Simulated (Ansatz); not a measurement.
**K on Pd(111): change of the work function**

How does K on the top site change the work function of Pd(111) as the layer fills?

Method: plane-wave DFT, LDA, Ansatz PAW, in the first sound run; inputs show where later runs differ, in Ansatz 0.2.0.

This is a report of a sequence of runs, with most program output left out.

## 1. The structure

The cell holds 4 atoms: 4 Pd. Its edges and angles: a = 2.751 Å, b = 2.751 Å, c = 24.738 Å, α = 90.0°, β = 90.0°, γ = 60.0°. Vacuum lies along c.

As a file:

```cif
data_structure
_symmetry_space_group_name_H-M 'P 1'
_symmetry_Int_Tables_number 1
_cell_length_a 2.7506
_cell_length_b 2.7506
_cell_length_c 24.7377
_cell_angle_alpha 90.000
_cell_angle_beta 90.000
_cell_angle_gamma 60.000
_cell_volume 162.09
loop_
_atom_site_label
_atom_site_type_symbol
_atom_site_fract_x
_atom_site_fract_y
_atom_site_fract_z
_atom_site_occupancy
Pd1 Pd 0.00000 0.00000 0.36382 1
Pd2 Pd 0.33333 0.33333 0.45461 1
Pd3 Pd 0.66667 0.66667 0.54539 1
Pd4 Pd 0.00000 0.00000 0.63618 1
```

## 2. The clean slab

The bare slab comes first, as the zero from which every change is counted. The two lowest layers are held at bulk places and the upper ones relax. The dipole correction removes the false field that a one-sided slab makes across the periodic vacuum, so each face gets a flat vacuum level of its own.

Input file input.yaml:

```yaml
crystal:
  lattice:
    - [2.7506453788, 0.0, 0.0]
    - [1.3753226894, 2.3821287749, 0.0]
    - [0.0, 0.0, 24.7376776414]
  atoms:
    - { symbol: Pd, position: [0.0, 0.0, 0.3638174986] }
    - { symbol: Pd, position: [0.3333333333, 0.3333333333, 0.4546058329] }
    - { symbol: Pd, position: [0.6666666667, 0.6666666667, 0.5453941671] }
    - { symbol: Pd, position: [0.0, 0.0, 0.6361825014] }
kpoints:
  mp_grid: { grid: [12, 12, 1] }
hamiltonian:
  xc: lda
scf:
  occupations: { method: fermi_dirac, width: 0.1 }
  convergence: { dr2_threshold: 1.0e-08 }
efield:
  axis: 3
  dipole_correction: true
  ramp_position: 0.97
  ramp_width: 0.06
relax:
  f_tol: 0.02
  max_steps: 60
  constraints: [{ sites: [0, 1] }]
output:
  write_potential: true
  write_density: true
  volumetric_format: npy
```

Command:

```sh
$ ansatz run input.yaml --threads 4 --pin off --max-ram 12288MiB --backend cpu --events-out ev --progress --plain --runs-dir out
```

Elapsed: 12 s, on 4 threads of Arm Neoverse V1, shared host; peak memory 0.47 GiB; 46 s of CPU time.

Relaxation path:

```tsv
step	energy less that of the first step (eV)	largest force component (eV/Å)
1	0.0000	0.3277
2	-0.0198	0.1948
3	-0.0255	0.0089
```

The run keeps the 6 symmetry operations that it works with, so distortions that break them were not tested.

The atoms that moved most (Å):

```tsv
atom	dx	dy	dz	length
Pd4	0.000	0.000	-0.136	0.136
Pd3	0.000	0.000	-0.077	0.077
```

Final coordinates:

```xyz
4
Lattice="2.7506 0.0000 0.0000 1.3753 2.3821 0.0000 0.0000 0.0000 24.7377" Properties=species:S:1:pos:R:3
Pd    0.0000    0.0000    9.0000
Pd    1.3753    0.7940   11.2459
Pd    2.7506    1.5881   13.4150
Pd    0.0000    0.0000   15.6012
```

Numbers from this step:

* energy at zero smearing: -27376.7477 eV
* work function, upper face: 5.628 eV
* work function, lower face: 5.649 eV
* dipole along the normal: 7.55e-4 e·Å
* step between the vacuum levels: -0.02085 eV

Running mean over 2.246 Å of the planar mean; the ramp of the sawtooth is left out. Electron's electrostatic potential energy less the Fermi level against z:

z (Å), electron's electrostatic potential energy less the Fermi level (eV) and a bar from the least value:
```
      3.5       5.65 ##############################
      4.0       5.65 ##############################
      4.5       5.65 ##############################
      5.0       5.65 ##############################
      5.5       5.64 ##############################
      6.0       5.60 ##############################
      6.5       5.44 ##############################
      7.0       4.80 ############################
      7.5       2.14 #######################
      8.0      -2.82 #############
      8.5      -6.81 #####
      9.0      -8.05 ##
      9.5      -8.24 ##
     10.0      -8.30 ##
     10.5      -8.35 ##
     11.0      -8.46 ##
     11.5      -8.69 #
     12.0      -9.14 
     12.5      -9.25 
     13.0      -8.85 #
     13.5      -8.61 #
     14.0      -8.79 #
     14.5      -8.97 #
     15.0      -8.70 #
     15.5      -8.25 ##
     16.0      -7.30 ####
     16.5      -3.88 ###########
     17.0       1.23 #####################
     17.5       4.46 ############################
     18.0       5.36 #############################
     18.5       5.56 ##############################
     19.0       5.61 ##############################
     19.5       5.62 ##############################
     20.0       5.63 ##############################
     20.5       5.63 ##############################
     21.0       5.63 ##############################
     21.5       5.63 ##############################
```

The relaxation took 3 steps and lowered the energy by 0.026 eV; the largest force on the free atoms ends at 0.0089 eV/Å.

The work function of the upper face is 5.63 eV.

## 3. The covered slab, k-mesh 4×4×1, coverage 0.111 ML

System of this step: KPd36 (K/Pd(111)). The cell holds 37 atoms: 36 Pd and 1 K. Cell: a = 8.252 Å, b = 8.252 Å, c = 28.192 Å, α = 90.0°, β = 90.0°, γ = 60.0°. Vacuum lies along c.

The clean slab as it ended is repeated in the plane and the adsorbate is set on one face; the cell's size fixes the coverage, and the k-mesh shrinks with it to keep the sampling density about even. Adsorbate and upper layers relax, since the dipole depends on the height.

Input file input.yaml:

```yaml
crystal:
  lattice:
    - [8.2519361365, 0.0, 0.0]
    - [4.1259680682, 7.1463863246, 0.0]
    - [0.0, 0.0, 28.1922080561]
  atoms:
    - { symbol: Pd, position: [0.0, 0.0, 0.3192371446] }
    - { symbol: Pd, position: [0.1111111111, 0.1111111111, 0.3989007362] }
    - { symbol: Pd, position: [0.2222222222, 0.2222222222, 0.4758397309] }
    - { symbol: Pd, position: [0.0, 0.0, 0.5533872347] }
    - { symbol: Pd, position: [0.0, 0.3333333333, 0.3192371446] }
    - { symbol: Pd, position: [0.1111111111, 0.4444444444, 0.3989007362] }
    - { symbol: Pd, position: [0.2222222222, 0.5555555556, 0.4758397309] }
    - { symbol: Pd, position: [0.0, 0.3333333333, 0.5533872347] }
[... 25 atom lines left out ...]
    - { symbol: Pd, position: [0.7777777778, 0.7777777778, 0.3989007362] }
    - { symbol: Pd, position: [0.8888888889, 0.8888888889, 0.4758397309] }
    - { symbol: Pd, position: [0.6666666667, 0.6666666667, 0.5533872347] }
    - { symbol: K, position: [0.0, 0.0, 0.6807628554] }
kpoints:
  mp_grid: { grid: [4, 4, 1] }
hamiltonian:
  xc: lda
scf:
  occupations: { method: fermi_dirac, width: 0.1 }
  convergence: { dr2_threshold: 1.0e-08 }
efield:
  axis: 3
  dipole_correction: true
  ramp_position: 0.97
  ramp_width: 0.06
relax:
  f_tol: 0.02
  max_steps: 60
  constraints:
    - { sites: [0, 1, 4, 5, 8, 9, 12, 13, 16, 17, 20, 21, 24, 25, 28, 29, 32, 33] }
output:
  bader: true
  write_potential: true
  write_density: true
  volumetric_format: npy
```

Wall time 23 min (4 threads); peak memory 8.5 GiB; 65 min of CPU time.

The steps of the relaxation:

```tsv
step	energy less that of the first step (eV)	largest force component (eV/Å)
1	0.0000	1.1347
2	-0.2163	1.1270
3	-0.4489	0.9924
4	-0.6233	0.7259
5	-0.7337	0.4111
6	-0.7614	0.2801
7	-0.7666	0.0736
8	-0.7676	0.0030
```

Forces are held to the 6 operations that the run works with; a distortion that breaks them can't arise in this run.

The atoms that moved most (Å):

```tsv
atom	dx	dy	dz	length
K37	0.000	0.000	-0.951	0.951
Pd4	0.000	0.000	-0.085	0.085
Pd12	0.000	0.001	0.028	0.028
Pd16	-0.001	-0.001	0.028	0.028
Pd32	0.001	-0.001	0.028	0.028
Pd24	0.000	0.001	0.028	0.028
Pd28	0.001	-0.001	0.028	0.028
Pd8	-0.001	-0.001	0.028	0.028
```

Final coordinates:

```xyz
37
Lattice="8.2519 0.0000 0.0000 4.1260 7.1464 0.0000 0.0000 0.0000 28.1922" Properties=species:S:1:pos:R:3
Pd    0.0000    0.0000    9.0000
Pd    1.3753    0.7940   11.2459
Pd    2.7506    1.5880   13.4299
Pd    0.0000    0.0000   15.5158
Pd    1.3753    2.3821    9.0000
Pd    2.7506    3.1762   11.2459
Pd    4.1260    3.9703   13.4299
Pd    1.3742    2.3813   15.6294
Pd    2.7506    4.7643    9.0000
Pd    4.1260    5.5583   11.2459
Pd    5.5169    6.3433   13.4065
Pd    2.7508    4.7656   15.6294
Pd    2.7506    0.0000    9.0000
Pd    4.1260    0.7940   11.2459
Pd    5.5014    1.5880   13.4299
Pd    2.7494   -0.0006   15.6294
Pd    4.1260    2.3821    9.0000
Pd    5.5013    3.1762   11.2459
Pd    6.8766    3.9702   13.4291
Pd    4.1260    2.3821   15.6266
Pd    5.5013    4.7643    9.0000
Pd    6.8766    5.5583   11.2459
Pd    8.2519    6.3524   13.4291
Pd    5.5012    4.7656   15.6294
Pd    5.5013    0.0000    9.0000
Pd    6.8766    0.7940   11.2459
Pd    8.2519    1.6061   13.4065
Pd    5.5025   -0.0006   15.6294
Pd    6.8766    2.3821    9.0000
Pd    8.2519    3.1762   11.2459
Pd    9.6273    3.9702   13.4291
Pd    6.8777    2.3813   15.6294
Pd    8.2519    4.7643    9.0000
Pd    9.6273    5.5583   11.2459
Pd   10.9870    6.3433   13.4065
Pd    8.2519    4.7643   15.6248
K     0.0000    0.0000   18.2407
```

This step gave:

```
energy at zero smearing        : -247888.9797 eV
work function, upper face      : 2.739 eV
work function, lower face      : 5.659 eV
dipole along the normal        : 0.9515 e·Å
step between the vacuum levels : -2.920 eV
```

Running mean over 2.246 Å of the planar mean; the ramp of the sawtooth is left out. The electron's electrostatic potential energy less the Fermi level by z:

```tsv
z (Å)	electron's electrostatic potential energy less the Fermi level (eV)
3.5	5.66
4.0	5.66
4.5	5.66
5.0	5.66
5.5	5.65
6.0	5.61
6.5	5.45
7.0	4.80
7.5	2.17
8.0	-2.82
8.5	-6.81
9.0	-8.05
9.5	-8.24
10.0	-8.30
10.5	-8.35
11.0	-8.45
11.5	-8.66
12.0	-9.07
12.5	-9.17
13.0	-8.81
13.5	-8.59
14.0	-8.75
14.5	-8.90
15.0	-8.66
15.5	-8.26
16.0	-7.47
16.5	-4.42
17.0	-0.0131
17.5	2.41
18.0	2.61
18.5	2.34
19.0	2.25
19.5	2.45
20.0	2.66
20.5	2.72
21.0	2.74
21.5	2.74
22.0	2.74
22.5	2.74
23.0	2.74
23.5	2.74
24.0	2.74
24.5	2.74
25.0	2.74
```

The relaxation took 8 steps and lowered the energy by 0.77 eV; the largest force on the free atoms ends at 0.0030 eV/Å.

The covered face has 2.74 eV, -2.89 eV against the clean one; the bare back face has moved by +0.01 eV, a measure of how thin the slab is.

## 4. Adsorbate added, k-mesh 6×6×1, coverage 0.25 ML

System of this step: KPd16 (K/Pd(111)). The cell holds 17 atoms: 16 Pd and 1 K. Its edges and angles: a = 5.501 Å, b = 5.501 Å, c = 28.192 Å, α = 90.0°, β = 90.0°, γ = 60.0°. Vacuum lies along c.

Another coverage, to see how the dipoles act on each other as their distance changes.

Input file input.yaml:

```yaml
crystal:
  lattice:
    - [5.5012907577, 0.0, 0.0]
    - [2.7506453788, 4.7642575497, 0.0]
    - [0.0, 0.0, 28.1922080561]
  atoms:
    - { symbol: Pd, position: [0.0, 0.0, 0.3192371446] }
    - { symbol: Pd, position: [0.1666666667, 0.1666666667, 0.3989007362] }
    - { symbol: Pd, position: [0.3333333333, 0.3333333333, 0.4758397309] }
    - { symbol: Pd, position: [0.0, 0.0, 0.5533872347] }
    - { symbol: Pd, position: [0.0, 0.5, 0.3192371446] }
    - { symbol: Pd, position: [0.1666666667, 0.6666666667, 0.3989007362] }
    - { symbol: Pd, position: [0.3333333333, 0.8333333333, 0.4758397309] }
    - { symbol: Pd, position: [0.0, 0.5, 0.5533872347] }
    - { symbol: Pd, position: [0.5, 0.0, 0.3192371446] }
    - { symbol: Pd, position: [0.6666666667, 0.1666666667, 0.3989007362] }
    - { symbol: Pd, position: [0.8333333333, 0.3333333333, 0.4758397309] }
    - { symbol: Pd, position: [0.5, 0.0, 0.5533872347] }
    - { symbol: Pd, position: [0.5, 0.5, 0.3192371446] }
    - { symbol: Pd, position: [0.6666666667, 0.6666666667, 0.3989007362] }
    - { symbol: Pd, position: [0.8333333333, 0.8333333333, 0.4758397309] }
    - { symbol: Pd, position: [0.5, 0.5, 0.5533872347] }
    - { symbol: K, position: [0.0, 0.0, 0.6807628554] }
kpoints:
  mp_grid: { grid: [6, 6, 1] }
hamiltonian:
  xc: lda
scf:
  occupations: { method: fermi_dirac, width: 0.1 }
  convergence: { dr2_threshold: 1.0e-08 }
efield:
  axis: 3
  dipole_correction: true
  ramp_position: 0.97
  ramp_width: 0.06
relax:
  f_tol: 0.02
  max_steps: 60
  constraints: [{ sites: [0, 1, 4, 5, 8, 9, 12, 13] }]
output:
  bader: true
  dos: { projected: true, e_range: [-8, 4] }
  write_potential: true
  write_density: true
  volumetric_format: npy
  elf: true
```

The job ended after 4.5 min (4 threads; peak memory 3 GiB; 18 min of CPU time).

Step by step:

```tsv
step	energy less that of the first step (eV)	largest force component (eV/Å)
1	0.0000	0.8741
2	-0.1386	0.9158
3	-0.3343	0.9113
4	-0.5124	0.7892
5	-0.6446	0.4921
6	-0.7175	0.1437
7	-0.7210	0.1055
8	-0.7233	0.0057
```

The run keeps the 6 symmetry operations that it works with, so distortions that break them were not tested.

The atoms that moved most (Å):

```tsv
atom	dx	dy	dz	length
K17	0.000	0.000	-1.005	1.005
Pd4	0.000	0.000	-0.089	0.089
Pd16	0.001	0.000	0.066	0.066
Pd12	0.000	-0.001	0.066	0.066
Pd8	-0.001	0.000	0.066	0.066
Pd3	0.000	0.000	0.037	0.037
Pd11	0.000	0.017	0.002	0.017
Pd7	0.015	-0.008	0.002	0.017
```

This step gave:

| Item | Value |
| --- | --- |
| energy at zero smearing | -111004.9057 eV |
| work function, upper face | 1.709 eV |
| work function, lower face | 5.654 eV |
| dipole along the normal | 0.5714 e·Å |
| step between the vacuum levels | -3.945 eV |

Running mean over 2.246 Å of the planar mean; the ramp of the sawtooth is left out. Electron's electrostatic potential energy less the Fermi level against z:

```tsv
z (Å)	electron's electrostatic potential energy less the Fermi level (eV)
4	5.65
5	5.65
6	5.60
7	4.79
8	-2.82
9	-8.05
10	-8.30
11	-8.44
12	-9.03
13	-8.79
14	-8.71
15	-8.60
16	-7.62
17	-1.30
18	0.223
19	-0.0297
20	1.30
21	1.62
22	1.68
23	1.70
24	1.71
25	1.71
```

The density of states has structure finer than the step of the table below, so its rows give means over 0.5 eV, whole bins alone (the curve runs from -8 to 1.98 eV). Peaks (eV: height): -3.55: 53.2, -2.68: 54.5, -2.56: 60.5, -2.29: 47.8, -1.20: 49.4, -0.33: 50.6, -0.21: 49.4.

Density of states against energy, zero at the Fermi level; means over each step:

```tsv
energy (eV)	density of states (states/eV a cell)
-7.5	0
-7.0	0.246
-6.5	0.998
-6.0	1.21
-5.5	3.12
-5.0	20.4
-4.5	28.1
-4.0	27.1
-3.5	22.7
-3.0	29.9
-2.5	40.1
-2.0	31.2
-1.5	28.7
-1.0	36.4
-0.5	31.5
0.0	32.2
0.5	6.05
1.0	5.81
1.5	6.41
```

Projected DOS per atom over height of the atomic layer and energy from the Fermi level. Layers: Pd4 Pd4 Pd4 Pd4 K from below.

Ten even steps from '0' (0.00 states/eV) to '9' (2.78 states/eV), each cell a mean:
```
00000
00001
00001
11101
78861
75570
95680
75560
85480
96590
78880
45540
55550
55450
28940
15610
00000
00000
00000
00000
00000
00000
```
Columns: height of the atomic layer (Å) from 9 to 18.2 (not evenly spaced); rows upwards: energy from the Fermi level (eV) from -7.96 to 1.95.

Electrostatic potential energy in the ca plane at fractional y = 0.000, with atoms of Pd and K within 0.2 Å of it. With pseudopotentials it is smooth inside the atoms' cores, unlike the true potential.

Ten even steps from '0' (-52 eV) to '9' (8 eV), each cell a mean:
```
00379999999999996100389741137899999999999999
33689988999988998533699864468999999999999999
78999866899866899878999988889999999999999999
99999755799755799999999999999999999999999999
77899866899866899987899999999999999999999999
23689988999988999633589999999999999999999999
00379999999999998300169999999999999999999999
00279999999999997200159999999999999999999999
01489999999999998411379999999999999999999999
56899877899877899865799999999999999999999999
89999755799755799999999999999999999999999999
89999755799766799999999998899999999999999999
55799877899878898756899986678999999999999999
01489999999999997201489852247999999999999999
00279999999999995000279730026899999999999999
```
Columns run along c (16.0 Å, from fractional 0.32 to 0.88 of the cell; values clipped at the 3rd and 97th percentile), rows up along a (5.5 Å). Atoms in or near the plane, at fractional coordinates: Pd at (0.32, 0.00), Pd at (0.55, 0.00), Pd at (0.32, 0.50), Pd at (0.56, 0.50), K at (0.65, 0.00).

Valence density in the ca plane at fractional y = 0.000, with atoms of Pd and K within 0.2 Å of it. It is the smooth field of the valence electrons, not physical close to the nuclei.

Ten steps, logarithmic in the rise over the least value, from '0' (0 e/Å³) to '9' (13 e/Å³), each cell a mean:
```
99742222111122225899732367764100000000000000
77532233222233223677521245542000000000000000
43222344322344322343211123321000000000000000
22222455422455422222211000000000000000000000
44322344322344322344321000000000000000000000
77532233222233223577631000000000000000000000
99742222111122224799852000000000000000000000
99842222111122224899852100000000000000000000
88632222211222223688741000000000000000000000
55422344322344322455421000000000000000000000
32222455422455422222211000000000000000000000
32222455422455322232211011110000000000000000
65422344322333323465321134431000000000000000
98632222211222224798631356653100000000000000
99842222111122236999742367764100000000000000
```
Columns run along c (16.0 Å, from fractional 0.32 to 0.88 of the cell), rows up along a (5.5 Å). Atoms in or near the plane, at fractional coordinates: Pd at (0.32, 0.00), Pd at (0.55, 0.00), Pd at (0.32, 0.50), Pd at (0.56, 0.50), K at (0.65, 0.00).

ELF in the ca plane at fractional y = 0.000, with atoms of Pd and K within 0.2 Å of it. It is the smooth field of the valence electrons, not physical close to the nuclei.

Ten even steps from '0' (0.00) to '9' (0.87), each cell a mean:
```
45532222211122224545531599899510000000000000
55422222222222223455421289997300000000000000
33222344322234222233221036763100000000000000
22222344322344322222221001210000000000000000
33222244322344322233222100000000000000000000
55422222222222222455532210000000000000000000
45532222211222223554542221100000000000000000
34532222111122223543542221110000000000000000
55532222211222222555542221000000000000000000
44322233222233222344322110000000000000000000
22222344322344322222222100000000000000000000
22222344322344322222221014542000000000000000
44322233222233222344321169986200000000000000
55532222211222223555531499998410000000000000
34532222111122224534531598799510000000000000
```
Columns run along c (16.0 Å, from fractional 0.32 to 0.88 of the cell), rows up along a (5.5 Å). Atoms in or near the plane, at fractional coordinates: Pd at (0.32, 0.00), Pd at (0.55, 0.00), Pd at (0.32, 0.50), Pd at (0.56, 0.50), K at (0.65, 0.00).

The relaxation took 8 steps and lowered the energy by 0.72 eV; the largest force on the free atoms ends at 0.0057 eV/Å.

By hand: a sheet of dipoles makes a step −p/(ε₀A) in the electron's potential. With e/ε₀ = 180.95 V·Å, p = 0.5714 e·Å and A = 26.21 Å², that is −180.95 × (0.5714) / 26.21 = -3.945 eV, and the two vacuum levels of the run differ by -3.945 eV.

The covered face has 1.71 eV, -3.92 eV against the clean one; the bare back face has moved by +0.00 eV, a measure of how thin the slab is.

## 5. Work function against coverage

This step: plane-wave DFT, LDA, Ansatz PAW; work function against coverage (Ansatz 0.2.0).

The runs are now put side by side.

This step gave:

```yaml
work_function_of_the_clean_face: 5.628 eV
largest_change_of_the_work_function: -3.919 eV
```

Table of work function of the covered face by coverage:

```tsv
coverage (adsorbates/nm²)	work function of the covered face (eV)
0.00	5.63
1.70	2.74
3.82	1.71
```

The dipole per adsorbate comes from the change of the cell's dipole. Coverage, by row:

```tsv
coverage (1/nm²)	coverage (ML)	work function (eV)	change (eV)	dipole per adsorbate, positive end outwards (debye)	mean height of the added atoms over the highest substrate atom (Å)
1.696	0.1111	2.739	-2.889	4.538	2.611
3.815	0.25	1.709	-3.919	2.73	2.52
```

[end of part 1 of 2]

[Logs are printed without paths, hosts, clocks, repeated set-up lines and the standing remarks that a program may print on its own settings, such as how far it seeks lower states.]

[Hosts, paths, dates, database ids (printed as entryN), source tags and the programs' standing remarks are cut or masked in the printed files.]

[Maps of the electrostatic potential energy from Ansatz leave out the sawtooth potential of an applied field or a dipole correction, so their vacuum need not be flat; planar profiles and work functions include it.]

[The density of states shown here was stored with 400 of the rows of the run's finer table, so its peaks can read low, often by over a quarter, or be missed, and its means over a window can be off by a tenth or more.]
